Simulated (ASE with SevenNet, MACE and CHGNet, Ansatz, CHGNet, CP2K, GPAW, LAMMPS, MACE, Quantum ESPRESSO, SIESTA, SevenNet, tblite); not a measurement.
**Machine-learned potentials on glassy 62GeO2-38BaO (mol %) (76 atoms): settings against a plane-wave reference**

How do the settings of machine-learned potentials change the result for glassy 62GeO2-38BaO (mol %) (76 atoms)? A plane-wave run serves as the yardstick.

Method: the method is named at each step, in ASE with SevenNet, MACE and CHGNet.

## Step 1: Starting point

The cell holds 76 atoms: 18 Ge, 11 Ba and 47 O. Cell: a = 10.757 Å, b = 10.757 Å, c = 10.757 Å, α = 90.0°, β = 90.0°, γ = 90.0°. 76 atoms (18 Ge, 11 Ba, 47 O) placed at random at 4.59 g/cm³, melted at 4000 K for 10 ps at fixed volume with the Morse and Coulomb pair potential with partial charges (Pedone, Malavasi, Menziani, Cormack and Segre, J. Phys. Chem. B 110, 11780 (2006)). Quenched from 4000 K to 300 K at 20 K/ps and fixed volume, held 10 ps at zero pressure, then minimised at fixed cell.

The yardstick, on the same geometry:

* method: Kohn-Sham DFT, PBE, PAW, plane waves (Ansatz 0.2.0); cutoff 420 eV, Γ point, fermi-dirac smearing of 0.05 eV; PAW set soft_2
* r.m.s. force component: 1.057 eV/Å
* longest force: 3.642 eV/Å
* pressure: 6.259 GPa
* gap (highest filled to lowest empty level): 1.617 eV
* SCF cycles: 10
* time: 22 s on 4 threads of Arm Neoverse V1, shared host
* CPU time: 85 s

## Step 2: SevenNet l3i5 potential

Method: machine-learned interatomic potential SevenNet l3i5, trained on PBE(+U) plane-wave data.

Input file run.py:

```python
import numpy as np
from ase.io import read
import mlip  # loads the published weights by name

atoms = read("structure.xyz")
atoms.calc = mlip.calc("7net-l3i5")
energy = atoms.get_potential_energy()
forces = atoms.get_forces()
print(f"energy {energy:.6f} eV")
print("forces (eV/A)")
for i, (a, f) in enumerate(zip(atoms, forces)):
    print(f"{i:4d} {a.symbol:2s} {f[0]:10.5f} {f[1]:10.5f} {f[2]:10.5f}")
stress = -atoms.get_stress(voigt=False) * 160.21766
print("stress (GPa, compression positive)")
for row in stress:
    print(" ".join(f"{x:10.4f}" for x in row))
```

Input file structure.xyz:

```xyz
76
Lattice="10.75748 0.00000 0.00000 0.00000 10.75748 0.00000 0.00000 0.00000 10.75748" Properties=species:S:1:pos:R:3 pbc="T T T"
Ge 0.00269 4.22597 3.46273
Ge 9.49961 7.51894 4.36184
Ge 4.00931 4.74437 10.27490
Ge 5.27644 6.50580 2.21529
Ge 5.91124 6.10261 7.80315
Ge 6.84369 0.77336 0.99087
Ge 1.15837 10.22961 2.02531
Ge 8.97550 6.78862 9.26875
Ge 4.10936 9.27919 3.46111
Ge 6.88393 1.88407 4.09903
Ge 9.70583 1.71184 7.26765
Ge 3.94929 2.28844 5.40553
Ge 1.50572 7.87695 8.55575
Ge 7.12048 5.15305 4.80096
Ge 8.41020 9.38095 6.87360
Ge 7.96753 8.34167 1.44150
Ge 5.13046 9.22970 6.64877
Ge 9.99252 1.15213 4.12894
Ba 2.73842 1.19150 9.15031
Ba 3.56062 2.36170 2.04597
Ba 6.13198 2.03424 8.31069
Ba 7.54401 4.31967 0.81671
Ba 4.75986 8.78714 10.17980
Ba 0.77583 6.51688 1.03659
Ba 1.46764 9.73412 5.67263
Ba 10.73242 3.04114 0.29508
Ba 2.68238 5.93469 4.80558
Ba 0.89373 4.57075 7.73796
Ba 9.87945 10.36838 9.96121
O 8.06359 1.67957 0.11349
O 1.51412 0.80412 1.00088
O 8.29961 0.93020 4.27341
O 5.31387 10.15614 2.72422
O 3.61978 2.68604 7.01194
O 4.24189 7.58080 3.01640
O 10.48295 1.34813 5.75934
O 7.38695 3.51651 4.39508
O 0.31487 4.43380 5.10227
O 7.34370 6.12854 8.75820
O 4.06504 3.66809 4.41336
O 6.21653 5.69426 3.38118
O 0.07412 1.96001 8.50443
O 4.74835 5.42381 8.87105
O 4.47296 5.66263 0.95967
O 10.69735 7.17911 8.79553
O 5.31721 7.70128 7.46849
O 8.49992 2.85396 7.22128
O 8.43623 6.27602 4.97802
O 0.37393 9.10319 1.07844
O 10.24747 2.56760 3.21745
O 9.59460 5.08872 2.56189
O 7.72215 10.00639 1.10651
O 0.09649 10.70402 3.30782
O 8.70807 7.60037 0.07971
O 6.42716 7.49312 1.38126
O 0.38329 7.33520 4.02448
[... 16 atom lines left out ...]
O 5.53655 0.47806 10.70778
O 4.24275 9.13977 5.18080
O 2.07512 7.24871 7.08466
O 8.90805 0.15975 7.48462
```

On the command line:

```sh
$ OMP_NUM_THREADS=1 python run.py > output.txt
```

Output:

```text
energy -480.768616 eV
forces (eV/A)
   0 Ge   -0.35281    0.51583    1.06818
   1 Ge   -0.01027   -0.93125   -0.25969
   2 Ge    0.67027   -0.35567   -0.42630
   3 Ge    0.88343    0.69818    0.73989
   4 Ge    0.94922    0.96548   -0.40095
   5 Ge    0.22803   -0.30991    0.13979
   6 Ge   -0.09362    0.30530   -0.66022
   7 Ge    0.05960    0.27131   -1.33204
   8 Ge    2.43538    1.82542   -1.10402
   9 Ge   -0.42830    0.00493    0.71472
  10 Ge   -1.49648    0.59451   -1.32132
  11 Ge   -0.97324    0.32644   -0.86436
  12 Ge    0.87123    0.52186   -0.07557
  13 Ge    0.53717    0.61569   -0.04916
  14 Ge   -0.54068   -1.11120   -0.02663
  15 Ge   -0.37757   -0.09589    1.21462
  16 Ge    1.14824   -0.26130   -0.09063
  17 Ge   -0.50131    1.81511   -0.15705
  18 Ba   -0.06913   -0.48878   -0.96499
  19 Ba   -0.01417    0.00078    1.35180
  20 Ba    0.62612    0.03259   -0.48501
  21 Ba   -0.13034    0.26991    0.34862
  22 Ba   -0.06993   -0.35377   -0.17867
  23 Ba   -0.23354    0.56914    0.20573
[...]
68 O    -2.38935   -0.63609   -0.16480
  69 O     1.83338   -1.52604    0.94251
  70 O    -0.00766   -0.17291    1.72928
  71 O    -0.26295    3.00588   -0.07843
  72 O    -1.73413   -0.03479   -1.28061
  73 O    -1.56434   -0.81557    0.65367
  74 O     0.44253   -1.32697   -2.30572
  75 O    -0.44699   -0.64599    1.22133
stress (GPa, compression positive)
    6.1275    -0.5343    -0.3827
   -0.5343     6.6632    -0.8819
   -0.3827    -0.8819     5.4625
```

Run time: 10 s. Hardware: 1 thread of Arm Neoverse V1, shared host; peak memory 1.2 GiB.

Banners, paths, timers and routine set-up lines are dropped from the logs unmarked, and long logs keep their key lines alone; longer cuts are marked.

Numbers from this run, and their distance from the reference:

* r.m.s. force component: 1.014 eV/Å
* r.m.s. difference of force components: 83.69 meV/Å
* longest difference of force vectors: 299.3 meV/Å
* force difference over r.m.s. force: 7.917 %
* slope of forces against the reference's: 0.9566
* correlation of force components: 0.9976
* pressure: 6.084 GPa
* pressure difference: -0.175 GPa

Length of the force difference by element (eV/Å):

```tsv
element	atoms	mean	most
Ba	11	0.080	0.14
Ge	18	0.15	0.30
O	47	0.14	0.30
```

A closer look about O34, which bears the longest force: 10 atoms, nearest first, numbered in the order of the input, with positions taken from that point.

```tsv
atom	x	y	z	distance (Å)	bonds	Fx	Fy	Fz (eV/Å)
O34	0.00	0.00	0.00	0.00	3	-0.22	0.12	3.34
Ge12	0.33	-0.40	-1.61	1.69	4	-0.97	0.33	-0.86
Ba19	-0.88	-1.49	2.14	2.75	7	-0.07	-0.49	-0.96
O40	0.45	0.98	-2.60	2.81	3	-0.24	2.09	-1.57
O64	-0.70	-1.52	-2.34	2.88	3	-1.31	-1.82	-0.86
O70	1.96	-1.06	-1.83	2.88	3	1.83	-1.53	0.94
Ba21	2.51	-0.65	1.30	2.90	7	0.63	0.03	-0.49
O61	0.88	-3.12	0.73	3.32	4	-0.94	1.41	1.88
Ba28	-2.73	1.88	0.73	3.39	6	-0.51	0.49	-0.81
O43	1.13	2.74	1.86	3.50	2	-0.36	0.36	-1.02
```

Atoms are counted from 1 here, from 0 in the log.

Forces lie 7.9 % from the reference's, at 0.12 times its CPU time (on 1 against 4 cores).

## Step 3: MACE MP-0b3 medium potential

Method: machine-learned interatomic potential MACE MP-0b3 medium, trained on PBE(+U) plane-wave data.

run.py: that of step 2 with these lines changed.

```diff
@@ -5,3 +5,3 @@
 atoms = read("structure.xyz")
-atoms.calc = mlip.calc("7net-l3i5")
+atoms.calc = mlip.calc("mace-mp-0b3-medium")
 energy = atoms.get_potential_energy()
```

structure.xyz is that of step 2.

Output:

```text
energy -480.754242 eV
forces (eV/A)
   0 Ge   -0.41978    0.39534    0.94233
   1 Ge   -0.17447   -0.88990   -0.25334
   2 Ge    0.63376   -0.50876   -0.25929
   3 Ge    0.99682    0.60488    0.63534
   4 Ge    0.93671    1.00688   -0.28838
   5 Ge    0.04881   -0.29007    0.01975
   6 Ge   -0.10626    0.34431   -0.76001
   7 Ge   -0.09487    0.29763   -1.18842
   8 Ge    1.99158    1.35782   -0.66366
   9 Ge   -0.33114    0.19232    0.51375
  10 Ge   -1.39059    0.58630   -1.25518
  11 Ge   -0.77106    0.33731   -0.67080
  12 Ge    0.73298    0.43215    0.04642
  13 Ge    0.47352    0.54796   -0.08631
  14 Ge   -0.58896   -1.03228    0.00545
  15 Ge   -0.38258   -0.19502    1.00457
  16 Ge    1.14619   -0.17233    0.02736
  17 Ge   -0.57777    1.76015   -0.02275
  18 Ba   -0.01382   -0.44856   -0.81312
  19 Ba    0.05370    0.01598    1.08322
  20 Ba    0.56815   -0.02351   -0.22116
  21 Ba   -0.23811    0.10370    0.22539
  22 Ba   -0.06754   -0.22059   -0.17400
  23 Ba   -0.16587    0.66115    0.06953
[...]
68 O    -2.37382   -0.59418   -0.18862
  69 O     1.73354   -1.51402    0.78798
  70 O     0.09471   -0.28785    1.68261
  71 O    -0.27516    2.90709   -0.15132
  72 O    -1.68612   -0.09740   -1.19720
  73 O    -1.49184   -0.73227    0.40684
  74 O     0.40798   -1.30358   -2.31552
  75 O    -0.42514   -0.67500    1.12194
stress (GPa, compression positive)
    6.0510    -0.4984    -0.4117
   -0.4984     6.4855    -0.7982
   -0.4117    -0.7982     5.5886
```

Wall time 8.4 s (1 thread); peak memory 0.93 GiB.

Compared with the plane-wave run:

```yaml
r_m_s_force_component: 0.958 eV/Å
r_m_s_difference_of_force_components: 138.5 meV/Å
longest_difference_of_force_vectors: 608.5 meV/Å
force_difference_over_r_m_s_force: 13.1 %
slope_of_forces_against_the_reference_s: 0.9021
correlation_of_force_components: 0.9954
pressure: 6.042 GPa
pressure_difference: -0.2177 GPa
```

Against the first run (7.9 %), the force difference from the reference is 13 %, at 0.81 times the CPU time.

## Step 4: CHGNet 0.3.0 potential

Method: machine-learned interatomic potential CHGNet 0.3.0, trained on PBE(+U) plane-wave data.

run.py: that of step 3 with these lines changed.

```diff
@@ -5,3 +5,3 @@
 atoms = read("structure.xyz")
-atoms.calc = mlip.calc("mace-mp-0b3-medium")
+atoms.calc = mlip.calc("chgnet-0.3.0")
 energy = atoms.get_potential_energy()
```

structure.xyz is that of step 3.

Output:

```text
CHGNet v0.3.0 initialized with 412,525 parameters
CHGNet will run on cpu
energy -514.679443 eV
forces (eV/A)
   0 Ge   -0.59284    0.45766    1.05351
   1 Ge   -0.25963   -0.97506   -0.15899
   2 Ge    1.09349   -0.28100   -0.17021
   3 Ge    0.94173    0.11904    0.45445
   4 Ge    1.03376    0.94521   -0.29770
   5 Ge    0.37680   -0.17821    0.00084
   6 Ge   -0.07238    0.33221   -0.79048
   7 Ge   -0.21436    0.46723   -1.10101
   8 Ge    1.90761    1.58878   -0.97688
   9 Ge   -0.25366    0.29270    0.39688
  10 Ge   -1.22906    0.39369   -1.12442
  11 Ge   -0.22062    0.21089   -0.66101
  12 Ge    0.51443    0.31984    0.27567
  13 Ge    0.44457    0.76462    0.19866
  14 Ge   -0.57746   -1.13000    0.23342
  15 Ge   -0.16471   -0.07484    0.81028
  16 Ge    1.25304   -0.35109    0.08949
  17 Ge   -0.90071    1.50656   -0.02891
  18 Ba    0.06664   -0.40461   -0.74438
  19 Ba    0.18932   -0.05957    0.98836
  20 Ba    0.53860    0.01208   -0.41082
  21 Ba    0.02929    0.07537    0.23182
  22 Ba   -0.05390   -0.13846   -0.16421
  23 Ba   -0.13631    0.60078    0.13368
[...]
68 O    -2.64590   -0.64872   -0.24103
  69 O     1.34942   -1.44680    1.02958
  70 O     0.13275   -0.29957    1.55952
  71 O    -0.26627    3.04388   -0.19241
  72 O    -1.98701   -0.17656   -1.25429
  73 O    -1.59000   -0.66068    0.29590
  74 O     0.40170   -1.33011   -2.54528
  75 O    -0.35638   -0.38216    1.08942
stress (GPa, compression positive)
    6.7868    -0.4234    -0.1922
   -0.4234     7.1629    -0.4632
   -0.1922    -0.4632     6.4335
```

The job ended after 3.7 s (1 thread; peak memory 0.93 GiB).

Numbers from this run, and their distance from the reference:

| Item | Value |
| --- | --- |
| r.m.s. force component | 0.9769 eV/Å |
| r.m.s. difference of force components | 177.1 meV/Å |
| longest difference of force vectors | 872.9 meV/Å |
| force difference over r.m.s. force | 16.76 % |
| slope of forces against the reference's | 0.913 |
| correlation of force components | 0.9879 |
| pressure | 6.794 GPa |
| pressure difference | 0.535 GPa |

Against the first run (7.9 %), the force difference from the reference is 17 %, at 0.36 times the CPU time.

## Step 5: All runs compared

Differences are against the plane-wave reference, forces as r.m.s. over components; share is that over the reference's r.m.s. force, slope the least-squares factor from reference forces to these. Total energies of different programs have different zeros and aren't compared.

```tsv
run	Δ force, r.m.s. (meV/Å)	share (%)	slope	Δ pressure (GPa)	cores	CPU time	memory (GiB)
reference	-	-	-	-	4	85 s	1.7
SevenNet l3i5 potential	83.7	7.92	0.957	-0.175	1	10 s	1.2
MACE MP-0b3 medium potential	139	13.1	0.902	-0.218	1	8.3 s	0.93
CHGNet 0.3.0 potential	177	16.8	0.913	0.535	1	3.7 s	0.93
```

Times of the machine-learned potentials are mostly Python's start and the loading of weights.

CPU time is summed over cores on a shared host, where runs went side by side, so it is rough. Symmetry, cutoffs, thresholds, outputs and thread counts weren't matched or tuned between programs; memory under MPI is the largest rank's times the ranks.

## Step 6: What came out

| Item | Value |
| --- | --- |
| nearest in forces | SevenNet l3i5 potential, 7.9 % |
| its CPU time | 10 s |

Machine-learned potentials differ by 7.9 % (SevenNet l3i5 potential) to 17 % (CHGNet 0.3.0 potential); they were trained on other programs' data. Machine-learned potentials mimic data converged in k, so the reference's own k-point error enters their differences. The quench rate of 20 K/ps is many orders above laboratory rates, so the cell is likely richer in defects and strain than a real sample. The network of bonds at the start is that of the classical potential that made the cell, and needn't be the one that DFT or experiment would give. The reference's pressure of 6.3 GPa belongs to a cell and atoms that aren't relaxed at this level. The electronic-structure runs sample only Γ, in a cell whose shortest periodic width is 11 Å. Spin–orbit coupling is left out, which matters for the levels of the heavy elements.

[Also dropped from logs without a mark: logging warnings of Python, and SIESTA's first energy breakdown and zero terms.]

[Logs are printed without paths, hosts, clocks, repeated set-up lines and the standing remarks that a program may print on its own settings, such as how far it seeks lower states.]

[Hosts, paths, dates, database ids (printed as entryN), source tags and the programs' standing remarks are cut or masked in the printed files.]
